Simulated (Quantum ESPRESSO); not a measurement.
# λ and ρ(T) of Rh (Fm-3m) from pw.x, ph.x and EPW, part 4 of 4

Wanted: λ, Tc and ρ(T) of Rh (Fm-3m) from Quantum ESPRESSO and EPW.

Quantum ESPRESSO 7.5; DFT LDA, scalar-relativistic, plane waves, PseudoDojo 0.4.1 norm-conserving pseudopotentials.

So far, coupling constant λ: step 8 (coupling and Tc: fine k 20×20×20, q 10×10×10, width 0.15 …) 0.366. Also resistivity at 300 K (μΩ cm): step 9 (resistivity: fine k 24×24×24, q 12×12×12, adaptive width …) 4.95.

## 10. Coupling and Tc, input with a fault, fine q mesh 10×10×10, fine mesh 10×10×10

Another input is tried.

File bad.in:

```
--
&inputepw
   prefix = 'x'
   outdir = './tmp'
   dvscf_dir = './save'
   elph = .true.
   etf_mem = 1
   nbndsub = 9
   bands_skipped = 'exclude_bands = 1-4'
   use_ws = .true.
   vme = 'wannier'
   asr_typ = 'crystal'
   nk1 = 12
   nk2 = 12
   nk3 = 12
   nq1 = 6
   nq2 = 6
   nq3 = 6
   amass(1) = 102.9055
   epwwrite = .false.
   epwread = .true.
   wannierize = .false.
   nkf1 = 10
   nkf2 = 10
   nkf3 = 10
   nqf1 = 10
   nqf2 = 10
   nqf3 = 10
   mp_mesh_k = .true.
   ephwrite = .true.
   eliashberg = .true.
   liso = .true.
   limag = .true.
   tc_linear = .true.
   tc_linear_solver = 'lapack'
   fsthick = 0.4
   degaussw = 0.01
   degaussq = 0.5
   nqstep = 500
   muc = 0.13
   wscut = 0.3
   nsiter = 500
   nstemp = 7
   temps = 0.5 1.0 2.0 4.0 8.0 16.0 32.0
/
```

Run with:

```bash
$ OMP_NUM_THREADS=1 mpirun -n 16 epw.x -nk 16 -in bad.in > bad.out
```

Output:

```text
[the first part of the log is left out]
            Electron smearing (eV) =    0.100000000000000D-01
                 Fermi window (eV) =    0.400000000000000D+00
     Finish writing .ephmat files
     ===================================================================
     Memory usage:  VmHWM =        82Mb
                   VmPeak =       688Mb
     ===================================================================
     Finish writing dos file x.dos
     Finish writing phdos files x.phdos and x.phdos_proj
     ===================================================================
     Solve isotropic Eliashberg equations
     ===================================================================
     Finish reading freq file
                  Fermi level (eV) =     2.3514386039E+01
     DOS(states/spin/eV/Unit Cell) =     2.6978393975E+00
            Electron smearing (eV) =     1.0000000000E-02
                 Fermi window (eV) =     4.0000000000E-01
     Nr irreducible k-points within the Fermi shell =        20 out of        47
           3 bands within the Fermi window
     Finish reading egnv file
     Max nr of q-points =       476
     Finish reading ikmap files
     Start reading .ephmat files
     Finish reading .ephmat files
     a2f file is not found to estimate initial gap: calculating a2f files
     Finish reading a2f file
     Electron-phonon coupling strength =    0.6868982
     Estimated Tc using McMillan expression =   7.1577 K for muc =   0.1300
     Estimated Tc using Allen-Dynes modified McMillan expression =   7.3490 K
     Estimated Tc using SISSO machine learning model =   7.3247 K
     Estimated w_log =  24.4624 meV
     Estimated BCS superconducting gap using McMillan Tc =   1.0856 meV
     WARNING WARNING WARNING
     The code may crash since tempsmax =   32.000 K is larger than McMillan Tc =     7.158 K
     Start: Solving (isotropic) linearized Eliashberg equation with solver = lapack
     For the first Temp.    0.50  K
       Total number of frequency points nsiw(     1) =   1108
       Cutoff frequency wscut =     0.3001
     Superconducting transition temp. Tc is the one which has Max. eigenvalue close to 1
      -----------------------------------------------------------------
             Temp.       Max.         nsiw     wscut    Nr. of iters
             (K)       eigenvalue    (itemp)   (eV)      to Converge
      -----------------------------------------------------------------
             0.50      2.6063094     1108      0.3001        1
             1.00      2.2258316      554      0.3002        1
             2.00      1.8471747      277      0.3005        1
             4.00      1.4713382      139      0.3021        1
             8.00      1.0991730       69      0.3010        1
            16.00      0.7337355       35      0.3075        1
            32.00      0.3802489       17      0.3032        1
      -----------------------------------------------------------------
     Finish: Solving (isotropic) linearized Eliashberg equation
```

It took 9.3 min on 16 MPI ranks of Arm Neoverse V1, shared host.

Numbers from this step:

- coupling constant λ: 0.6869
- log mean phonon energy ħω_log: 24.46 meV
- density of states at the Fermi level: 2.698 states/eV a spin and cell
- Fermi level on the fine mesh: 23.51 eV

This input has a delta width far below the mesh spacing, and its λ = 0.687 is no result.

## 11. Summary of results

- Wannier functions, band error: 9 functions; 1 meV r.m.s.
- coupling constant λ, fine k 20×20×20, q 10×10×10, width 0.15 eV, window 0.61 eV: 0.366
- ħω_log: 23.2 meV
- Tc at μ* = 0.13, Allen–Dynes: 0.23 K
- resistivity at 300 K, 24×24×24: 4.95 μΩ cm, unsound

What this shows: Step 7: No branch goes imaginary on this path. Step 8: Twice the integral of α²F/ω over this curve gives λ = 0.37, half of it from below 23.7 meV. Step 8: The most distinct maxima of the a2F lie at 24.2 and 29.9 meV, the highest at 24.2 meV. On the finest meshes run, Rh (Fm-3m) has λ = 0.37 and an unconverged phonon-limited resistivity of 4.95 μΩ cm at 300 K. The resistivity rests on one fine mesh, a coarse one, and its convergence is untested: it is no result for this metal. On the finest mesh the adaptive width still reaches 0.69 eV against a window of 0.32 eV; the window, which cuts off final states, was not widened. The Eliashberg Tc is interpolated in log T between temperatures a factor of two apart, and its μ* acts up to a cut-off of 0.3 eV, so it weighs less than the same number in Allen and Dynes's formula. The relaxed volume lies -3.2 % from the database entry, which shifts the phonons and with them λ and ρ. λ rests on one fine mesh and one width. Between 150 and 500 K the resistivity rises by a factor of 2.77, against 3.33 for a straight line through the origin; phonon scattering should fall faster than that line on cooling, so the temperature dependence is not converged. The Sommerfeld coefficient follows from γ = (π²/3) k_B² N(E_F)(1 + λ), with twice the density of states a spin that EPW reads on the fine mesh at this width. Measured: resistivity: 4.3 μΩ cm at 273 K (at 273 K; handbook value for the pure polycrystalline metal; quoted in “CRC Handbook of Chemistry and Physics, 84th edition, Electrical Resistivity of Pure Metals”, 2003, CRC Press, section 12, read from Wikipedia's data page); the unsound value above is not graded against it. Measured: transition temperature: 0.000325 K (bulk, normal pressure; compiled value; quoted in “List of superconductors”, 2026, Wikipedia's table of superconducting elements, as read in December); Allen and Dynes's formula gives 0.23 K at μ* = 0.13, a miss by a large factor whose cause these runs do not show; μ* is typed and spin fluctuations are left out. The q mesh of ph.x (6×6×6), the k mesh and smearing of the ground state (12×12×12) and EPW's coarse k mesh (12×12×12) were not varied. Only scattering by harmonic phonons counts; impurities, grain boundaries and thermal expansion are left out, and μ* is typed.

Calculation against experiment:

| quantity | measured | k 20×20×20, 0.15 eV |
| --- | --- | --- |
| Sommerfeld coefficient γ (per mole of Rh) (mJ/(mol K²)) | 4.9 | 3.38 (-31.1 %) |

Measured values from NBS Monograph 21, table 3 (1960).

Verdict: The Sommerfeld coefficient γ is off by -31.1 %: a clear miss. Limits of convergence are named above.

[The logs of pw.x and epw.x are selected lines.]

[Logs are printed without paths, hosts, clocks, repeated set-up lines and the standing remarks that a program may print on its own settings, such as how far it seeks lower states.]

[Hosts, paths, dates, database ids (printed as entryN), source tags and the programs' standing remarks are cut or masked in the printed files.]
